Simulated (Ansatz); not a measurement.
# BaPbS3 (model cell, started as cubic perovskite with Pb in the octahedra): following an unstable mode, part 2 of 3

Aim: this structure of BaPbS3 (model cell, started as cubic perovskite with Pb in the octahedra) is to be tested for unstable modes, and one is followed downhill.

Ansatz 0.2.0; DFT PBEsol, scalar-relativistic, plane waves, PAW; PAW set soft_1.

So far, highest frequency on the path or at a solved wavevector (cm⁻¹): step 2 (response at finite wavevector) 325. Also lowest frequency on the path (cm⁻¹): step 2 -103.

The structure was built from a prototype and need not be the compound's stable phase.

## 5. Energy along the mode, all amplitudes (two of the runs are shown above)

An imaginary frequency means negative curvature, so the energy should fall and then rise again as anharmonic terms take over.

Numbers from this step:

```
depth at the lowest point sampled  : 44.31 meV/atom
largest atomic shift at that point : 0.6 Å
```

Energy from the parent against largest atomic shift:

```tsv
largest atomic shift (Å)	energy from the parent (meV/atom)
0.000	0
0.040	-0.324
0.080	-1.29
0.140	-3.93
0.220	-9.52
0.320	-19.1
0.450	-33.0
0.600	-44.3
```

Displacement at unit largest shift by atom:

```tsv
atom	x (Å)	y (Å)	z (Å)	size
Ba1	0.00	0.00	0.00	0.00
Ba2	0.00	0.00	0.00	0.00
Pb3	0.00	0.00	0.00	0.00
Pb4	0.00	0.00	0.00	0.00
S5	0.00	1.00	0.00	1.00
S6	0.00	-1.00	0.00	1.00
S7	0.00	0.00	-1.00	1.00
S8	0.00	0.00	1.00	1.00
S9	0.00	0.00	0.00	0.00
S10	0.00	0.00	0.00	0.00
```

The lowest of the steps tried is the last one, at 0.6 Å, 44.3 meV/atom below the parent; the bottom of the well need not coincide with a step.

## 6. Relaxing from the distorted cell

Starting from the lowest point found, all atoms and the cell are let go, so that strain and other modes of the same symmetry can join in.

Contents of input.yaml:

```yaml
crystal:
  lattice:
    - [-5.1559839981, 0.0, 0.0]
    - [0.0, -5.1559839981, -5.1559839981]
    - [0.0, -5.1559839981, 5.1559839981]
  atoms:
    - { symbol: Ba, position: [0.0, 0.5, 0.5] }
    - { symbol: Ba, position: [0.0, 1.0, 1.0] }
    - { symbol: Pb, position: [0.5, 0.0, 0.5] }
    - { symbol: Pb, position: [0.5, 0.5, 0.0] }
    - { symbol: S, position: [0.5, 0.6918151802, 0.6918151802] }
    - { symbol: S, position: [0.5, 0.3081848198, 0.3081848198] }
    - { symbol: S, position: [0.5, 0.8081848198, 0.1918151802] }
    - { symbol: S, position: [0.5, 0.1918151802, 0.8081848198] }
    - { symbol: S, position: [0.0, 0.0, 0.5] }
    - { symbol: S, position: [0.0, 0.5, 0.0] }
kpoints:
  mp_grid: { grid: [8, 6, 6] }
hamiltonian:
  xc: pbesol
  pseudopotentials: { kind: paw, azcp: { folder: soft_1 }, xc_functional: pbe }
scf:
  occupations: { method: methfessel_paxton, width: 0.2 }
output:
  forces: true
  stress: true
  eigenvalues: true
relax:
  adjacent_minimum: "off"
  f_tol: 0.002
  max_steps: 120
  cell: { stress_tol: 0.03 }
```

On the command line:

```console
$ ansatz run input.yaml --threads 4 --pin off --max-ram 16384MiB --backend cpu --events-out ev --progress --plain --runs-dir out
```

Numbers of over 12 decimals in the logs are rounded to 6 here.

Log:

```text
[...]
Crystal: 10 atoms, lattice volume = 274.135 Å³
Basis set: ecut = 420 eV, 5401 PW (Γ), exchange–correlation on 72×100×100 points (8 copies of the dense FFT grid, shifted against one another)
Bands: 52, of which v1, the nominal top of the filled ones, is band 42 counted from 1 (41 counted from 0)
Symmetry: 16 space group operations
[...]
k-points: 50 of 288
[...]
SCF iter   1: F=—  HF=-40562.076001 eV  |F-HF|=—  |Δ(HF+E_count)|=         —  Δρ=3.64e-2  dr2=1.26e1  ethr=3.10e-3  ⟨swp⟩=13.4  Hψ=15105  notcnv=0
[...]
SCF iter  11: F=-40557.212418 eV  HF=-40557.212418 eV  |F-HF|=7.42e-10  |Δ(HF+E_count)|=   1.60e-8  S|Δr|=    0.00e0  Δρ=1.35e-6  dr2=8.97e-9  ethr=1.19e-10  ⟨swp⟩=20.4  Hψ=18312  notcnv=0
SCF 1 converged in 11 iterations: F = -40557.212418 eV  dr2 = 8.97e-9
[...]
relax step   1: F+E_penalty+E_count = -40557.21241811 eV  Δ(F+E_penalty+E_count) = +0.000e0 eV  max|allowed force component| = 1.005e-1 eV/Å  Δτ_max = 0.0000 Å  P = -0.537 GPa  Ω = 274.135 Å³  (11 SCF iters, dr2 threshold 1.00e-7 eV, accepted)
Crystal: 10 atoms, lattice volume = 268.905 Å³
Basis set: ecut = 420 eV, 5221 PW (Γ), exchange–correlation on 72×100×100 points (8 copies of the dense FFT grid, shifted against one another)
[...]
SCF iter   7: F=-40557.413730 eV  HF=-40557.413730 eV  |F-HF|=2.12e-7  |Δ(HF+E_count)|=   1.71e-6  S|Δr|=    0.00e0  Δρ=9.05e-6  dr2=3.92e-7  ethr=1.19e-9  ⟨swp⟩=12.1  Hψ=14098  notcnv=0
SCF 2 converged in 7 iterations: F = -40557.413730 eV  dr2 = 3.92e-7
relax step   2: F+E_penalty+E_count = -40557.41373009 eV  Δ(F+E_penalty+E_count) = -2.013e-1 eV  max|allowed force component| = 1.337e-1 eV/Å  Δτ_max = 0.0961 Å  P = -0.044 GPa  Ω = 268.905 Å³  energy of the carried Pulay correction = +6.742e-4 eV  (7 SCF iters, dr2 threshold 1.00e-6 eV, accepted)
Crystal: 10 atoms, lattice volume = 268.082 Å³
Basis set: ecut = 420 eV, 5223 PW (Γ), exchange–correlation on 72×100×100 points (8 copies of the dense FFT grid, shifted against one another)
[...]
SCF iter   7: F=-40557.534732 eV  HF=-40557.534732 eV  |F-HF|=1.66e-7  |Δ(HF+E_count)|=   8.59e-8  S|Δr|=    0.00e0  Δρ=8.26e-6  dr2=4.99e-7  ethr=1.19e-9  ⟨swp⟩=11.3  Hψ=13240  notcnv=0
SCF 3 converged in 7 iterations: F = -40557.534732 eV  dr2 = 4.99e-7
[...]
relax step   3: F+E_penalty+E_count = -40557.53473170 eV  Δ(F+E_penalty+E_count) = -1.210e-1 eV  max|allowed force component| = 2.179e-2 eV/Å  Δτ_max = 0.1942 Å  P = -0.245 GPa  Ω = 268.082 Å³  energy of the carried Pulay correction = +7.815e-4 eV  (7 SCF iters, dr2 threshold 1.00e-6 eV, accepted)
[... from here on, the SCF cycles and remarks between the steps are left out ...]
relax step   4: F+E_penalty+E_count = -40557.54317114 eV  Δ(F+E_penalty+E_count) = -8.439e-3 eV  max|allowed force component| = 3.694e-2 eV/Å  Δτ_max = 0.0383 Å  P = +0.510 GPa  Ω = 264.237 Å³  energy of the carried Pulay correction = +1.287e-3 eV  (5 SCF iters, dr2 threshold 9.58e-7 eV, accepted)
relax step   5: F+E_penalty+E_count = -40557.54861688 eV  Δ(F+E_penalty+E_count) = -5.446e-3 eV  max|allowed force component| = 1.936e-2 eV/Å  Δτ_max = 0.0011 Å  P = -0.110 GPa  Ω = 267.248 Å³  energy of the carried Pulay correction = +8.906e-4 eV  (6 SCF iters, dr2 threshold 1.00e-6 eV, accepted)
relax step   6: F+E_penalty+E_count = -40557.54951825 eV  Δ(F+E_penalty+E_count) = -9.014e-4 eV  max|allowed force component| = 1.051e-2 eV/Å  Δτ_max = 0.0129 Å  P = +0.015 GPa  Ω = 266.746 Å³  energy of the carried Pulay correction = +9.563e-4 eV  (6 SCF iters, dr2 threshold 8.16e-8 eV, accepted)
relax step   7: F+E_penalty+E_count = -40557.55200993 eV  Δ(F+E_penalty+E_count) = -2.492e-3 eV  max|allowed force component| = 4.143e-2 eV/Å  Δτ_max = 0.0292 Å  P = +0.134 GPa  Ω = 266.602 Å³  energy of the carried Pulay correction = +9.753e-4 eV  (8 SCF iters, dr2 threshold 6.90e-9 eV, accepted)
relax step   8: F+E_penalty+E_count = -40557.64018296 eV  Δ(F+E_penalty+E_count) = -8.817e-2 eV  max|allowed force component| = 3.975e-1 eV/Å  Δτ_max = 0.1066 Å  P = +0.646 GPa  Ω = 266.378 Å³  energy of the carried Pulay correction = +1.005e-3 eV  (8 SCF iters, dr2 threshold 1.07e-7 eV, accepted)
relax step   9: F+E_penalty+E_count = -40558.26881462 eV  Δ(F+E_penalty+E_count) = -6.286e-1 eV  max|allowed force component| = 1.107e0 eV/Å  Δτ_max = 0.1956 Å  P = +1.005 GPa  Ω = 269.245 Å³  energy of the carried Pulay correction = +6.300e-4 eV  (8 SCF iters, dr2 threshold 1.00e-6 eV, accepted)
relax step  10: F+E_penalty+E_count = -40558.99268255 eV  Δ(F+E_penalty+E_count) = -7.239e-1 eV  max|allowed force component| = 1.594e-1 eV/Å  Δτ_max = 0.1950 Å  P = +2.289 GPa  Ω = 272.475 Å³  energy of the carried Pulay correction = +2.126e-4 eV  (8 SCF iters, dr2 threshold 1.00e-6 eV, accepted)
relax step  11: F+E_penalty+E_count = -40559.07340126 eV  Δ(F+E_penalty+E_count) = -8.072e-2 eV  max|allowed force component| = 3.815e-2 eV/Å  Δτ_max = 0.0127 Å  P = -0.214 GPa  Ω = 286.600 Å³  energy of the carried Pulay correction = -1.556e-3 eV  (7 SCF iters, dr2 threshold 1.00e-6 eV, accepted)
relax step  12: F+E_penalty+E_count = -40559.07525666 eV  Δ(F+E_penalty+E_count) = -1.855e-3 eV  max|allowed force component| = 8.967e-2 eV/Å  Δτ_max = 0.0087 Å  P = -0.062 GPa  Ω = 284.828 Å³  energy of the carried Pulay correction = -1.339e-3 eV  (6 SCF iters, dr2 threshold 2.60e-7 eV, accepted)
relax step  13: F+E_penalty+E_count = -40559.07598106 eV  Δ(F+E_penalty+E_count) = -7.244e-4 eV  max|allowed force component| = 6.348e-3 eV/Å  Δτ_max = 0.0041 Å  P = +0.004 GPa  Ω = 284.827 Å³  energy of the carried Pulay correction = -1.339e-3 eV  (4 SCF iters, dr2 threshold 5.02e-7 eV, accepted)
relax step  14: F+E_penalty+E_count = -40559.07599272 eV  Δ(F+E_penalty+E_count) = -1.167e-5 eV  max|allowed force component| = 7.241e-4 eV/Å  Δτ_max = 0.0002 Å  P = +0.000 GPa  Ω = 284.833 Å³  energy of the carried Pulay correction = -1.340e-3 eV  (5 SCF iters, dr2 threshold 2.52e-9 eV, accepted)
relax step  15: F+E_penalty+E_count = -40559.08802922 eV  Δ(F+E_penalty+E_count) = -1.204e-2 eV  max|allowed force component| = 1.743e-3 eV/Å  Δτ_max = 0.0000 Å  P = +0.054 GPa  Ω = 284.833 Å³  stress off target by 1.60e-1 GPa  SCF on the basis re-selected at this cell (its energy is not comparable with the rows above)  (8 SCF iters)
relax step  16: F+E_penalty+E_count = -40559.08818139 eV  Δ(F+E_penalty+E_count) = -1.522e-4 eV  max|allowed force component| = 5.364e-5 eV/Å  Δτ_max = 0.0001 Å  P = +0.003 GPa  Ω = 285.127 Å³  energy of the carried Pulay correction = -5.113e-5 eV  (5 SCF iters, dr2 threshold 6.42e-8 eV, accepted)
[...]
SCF iter   6: F=-40559.088241 eV  HF=-40559.088241 eV  |F-HF|=0.00e0  |Δ(HF+E_count)|=  7.28e-12  S|Δr|=    0.00e0  Δρ=4.48e-8  dr2=1.79e-11  ethr=1.00e-12  ⟨swp⟩=9.8  Hψ=11847  notcnv=0
SCF 17 converged in 6 iterations: F = -40559.088241 eV  dr2 = 1.79e-11
relax step  17: F+E_penalty+E_count = -40559.08824072 eV  Δ(F+E_penalty+E_count) = -5.933e-5 eV  max|allowed force component| = 8.970e-5 eV/Å  Δτ_max = 0.0000 Å  P = +0.003 GPa  Ω = 285.127 Å³  stress off target by 8.12e-3 GPa  SCF on the basis re-selected at this cell (its energy is not comparable with the rows above)  (6 SCF iters)
[...]
SCF converged after 6 iterations
[...]
Free energy (F): -40559.088241 eV
[...]
Internal energy: -40559.096177 eV  (E = F + TS)
E sigma→0 (E₀):  -40559.090225 eV
Entropy (-TS):   0.007936 eV (0.794 meV/atom)
Fermi energy:    7.776636 eV
[...]
--- Forces (eV/Å), atoms counted from 1 ---
  atom   1  Ba     0.00000000     0.00000000     0.00000000
  atom   2  Ba    -0.00000000     0.00000000    -0.00000000
  atom   3  Pb     0.00000000    -0.00000000     0.00000000
  atom   4  Pb     0.00000000     0.00000000    -0.00000000
  atom   5  S      0.00000000     0.00008970     0.00000000
  atom   6  S      0.00000000    -0.00008970    -0.00000000
  atom   7  S      0.00000000    -0.00000000    -0.00008970
  atom   8  S     -0.00000000     0.00000000     0.00008970
  atom   9  S     -0.00000000    -0.00000000     0.00000000
  atom  10  S      0.00000000    -0.00000000     0.00000000
  max |Σ_I F_I| component: 4.66e-18 eV/Å
--- Stress (GPa, compression-positive) ---
        0.008124       0.000000       0.000000
        0.000000       0.000494      -0.000000
        0.000000      -0.000000       0.000494
  P = ⅓ Tr σ = 0.0030 GPa (0.030 kbar)
--- Band table (eV; the first three rows and the last of 50) ---
  k-point 0: bands = [... 38 lower, 5.8000, 5.8627, 5.8627, 7.6254, 8.0813, 8.0813, 9.1367, 9.5060, ... 6 higher]
  k-point 1: bands = [... 38 lower, 5.6176, 5.8281, 5.9240, 7.0827, 8.1916, 8.2551, 9.3644, 9.5215, ... 6 higher]
  k-point 2: bands = [... 38 lower, 5.6490, 5.7508, 5.7509, 6.2938, 8.2069, 8.3180, 9.5866, 9.6640, ... 6 higher]
  k-point 49: bands = [... 38 lower, 5.3826, 5.3826, 6.6316, 6.6316, 8.7942, 8.7942, 9.1017, 9.1017, ... 6 higher]
--- Relaxed structure (15 steps of the walk, 15 accepted, 2 SCFs on fresh bases) ---
  F+E_penalty+E_count = -40559.08824072 eV   max|allowed force component| = 8.970e-5 eV/Å   (the final SCF, on the basis selected at the relaxed cell)
  cell:  # Å, volume = 285.1269 Å³
    - [-5.917575, 0, 0]
    - [0, -4.908313, -4.908313]
    - [0, -4.908313, 4.908313]
  atoms:
    - { symbol: Ba, position: [0, 0.500000, 0.500000] }
    - { symbol: Ba, position: [0, 1.000000, 1.000000] }
    - { symbol: Pb, position: [0.5, 0.0, 0.500000] }
    - { symbol: Pb, position: [0.5, 0.500000, 0.0] }
    - { symbol: S, position: [0.5, 0.606765, 0.606765] }
    - { symbol: S, position: [0.5, 0.393235, 0.393235] }
    - { symbol: S, position: [0.5, 0.893235, 0.106765] }
    - { symbol: S, position: [0.5, 0.106765, 0.893235] }
    - { symbol: S, position: [0, 0.0, 0.500000] }
    - { symbol: S, position: [0, 0.500000, 0.0] }
```

The job ended after 3.2 min (4 threads of Arm Neoverse V2, shared host; peak memory 1 GiB).

The steps of the relaxation:

```tsv
step	energy less that of the first step (eV)	largest force component (eV/Å)	pressure (GPa)	volume (Å³)
1	0.0000	0.1005	-0.54	274.14
2	-0.2013	0.1337	-0.04	268.91
3	-0.3223	0.0218	-0.25	268.08
4	-0.3308	0.0369	0.51	264.24
5	-0.3362	0.0194	-0.11	267.25
6	-0.3371	0.0105	0.02	266.75
7	-0.3396	0.0414	0.13	266.60
8	-0.4278	0.3975	0.65	266.38
9	-1.0564	1.1069	1.01	269.24
10	-1.7803	0.1594	2.29	272.48
11	-1.8610	0.0382	-0.21	286.60
12	-1.8628	0.0897	-0.06	284.83
13	-1.8636	0.0063	0.00	284.83
14	-1.8636	0.0007	0.00	284.83
15*	-1.8756	0.0017	0.05	284.83
16	-1.8758	0.0001	0.00	285.13
17*	-1.8758	0.0001	0.00	285.13
```

Relaxation steps marked * repeat the geometry before them on a plane-wave basis chosen anew for their cell, so energy and pressure can jump there.

The run keeps the 16 symmetry operations that it works with, so distortions that break them were not tested.

```tsv
cell as run	before	after	change
a (Å)	5.156	5.918	+14.8 %
b (Å)	7.292	6.941	-4.8 %
c (Å)	7.292	6.941	-4.8 %
volume (Å³/atom)	27.41	28.51	+4.0 %
```

The atoms that moved most (Å, as changes of fractional coordinates times the final cell):

```tsv
atom	dx	dy	dz	length
S5	0.000	0.835	0.000	0.835
S6	0.000	-0.835	0.000	0.835
S8	0.000	0.000	0.835	0.835
S7	0.000	0.000	-0.835	0.835
```

Numbers from this step:

- pressure: 0.003037 GPa
- volume per atom: 28.51 Å³

The distorted start has space group P4/mbm; the relaxation ends in P4/mbm.

## 7. The new phase in its own primitive cell

The relaxed structure is symmetrised, reduced to its primitive cell and relaxed tightly, as its phonons need.

input.yaml, the sections that differ from step 6:

```yaml
crystal:
  lattice:
    - [6.9414025796, 0.0, 0.0]
    - [0.0, 6.9414025796, 0.0]
    - [0.0, 0.0, 5.917574607]
  atoms:
    - { symbol: Ba, position: [0.5, 0.0, 0.0] }
    - { symbol: Ba, position: [0.0, 0.5, 0.0] }
    - { symbol: Pb, position: [0.0, 0.0, 0.5] }
    - { symbol: Pb, position: [0.5, 0.5, 0.5] }
    - { symbol: S, position: [0.6067647252, 0.1067647252, 0.5] }
    - { symbol: S, position: [0.3932352748, 0.8932352748, 0.5] }
    - { symbol: S, position: [0.8932352748, 0.6067647252, 0.5] }
    - { symbol: S, position: [0.1067647252, 0.3932352748, 0.5] }
    - { symbol: S, position: [0.0, 0.0, 0.0] }
    - { symbol: S, position: [0.5, 0.5, 0.0] }
kpoints:
  mp_grid: { grid: [6, 6, 6] }
relax:
  adjacent_minimum: "off"
  f_tol: 0.001
  max_steps: 60
  cell: { stress_tol: 0.01 }
# hamiltonian, scf, output: as in step 6
```

Log:

```text
[...]
Crystal: 10 atoms, lattice volume = 285.127 Å³
Basis set: ecut = 420 eV, 5583 PW (Γ), exchange–correlation on 96×96×80 points (8 copies of the dense FFT grid, shifted against one another)
Bands: 52, of which v1, the nominal top of the filled ones, is band 42 counted from 1 (41 counted from 0)
Symmetry: 16 space group operations
[...]
k-points: 40 of 216
[...]
atoms:
    - { symbol: Ba, position: [0.5, 0, 0.0] }
    - { symbol: Ba, position: [0, 0.5, 0.0] }
    - { symbol: Pb, position: [0, 0, 0.5] }
    - { symbol: Pb, position: [0.5, 0.5, 0.5] }
    - { symbol: S, position: [0.606772, 0.106772, 0.5] }
    - { symbol: S, position: [0.393228, 0.893228, 0.5] }
    - { symbol: S, position: [0.893228, 0.606772, 0.5] }
    - { symbol: S, position: [0.106772, 0.393228, 0.5] }
    - { symbol: S, position: [0, 0, 0.0] }
    - { symbol: S, position: [0.5, 0.5, 0.0] }
[key lines of the parts left out:]
SCF converged after 10 iterations
Free energy (F): -40559.086029 eV
Fermi energy:    7.774705 eV
P = ⅓ Tr σ = -0.0007 GPa (-0.007 kbar)
```

It took 31 s on 4 threads; peak memory 0.95 GiB; 2 min of CPU time.

Little changed from the start: no atom moved by 0.005 Å and no cell edge by 0.1 %.

This step gave:

```yaml
pressure: -6.90e-4 GPa
volume_per_atom: 28.52 Å³
```

The largest force component left is 0.39 meV/Å and the pressure is -0.001 GPa, within the tolerances set. The cell now holds 28.52 Å³/atom.

(Continued in part 3 of 3.)

[Logs are printed without paths, hosts, clocks, repeated set-up lines and the standing remarks that a program may print on its own settings, such as how far it seeks lower states.]

[Hosts, paths, dates, database ids (printed as entryN), source tags and the programs' standing remarks are cut or masked in the printed files.]
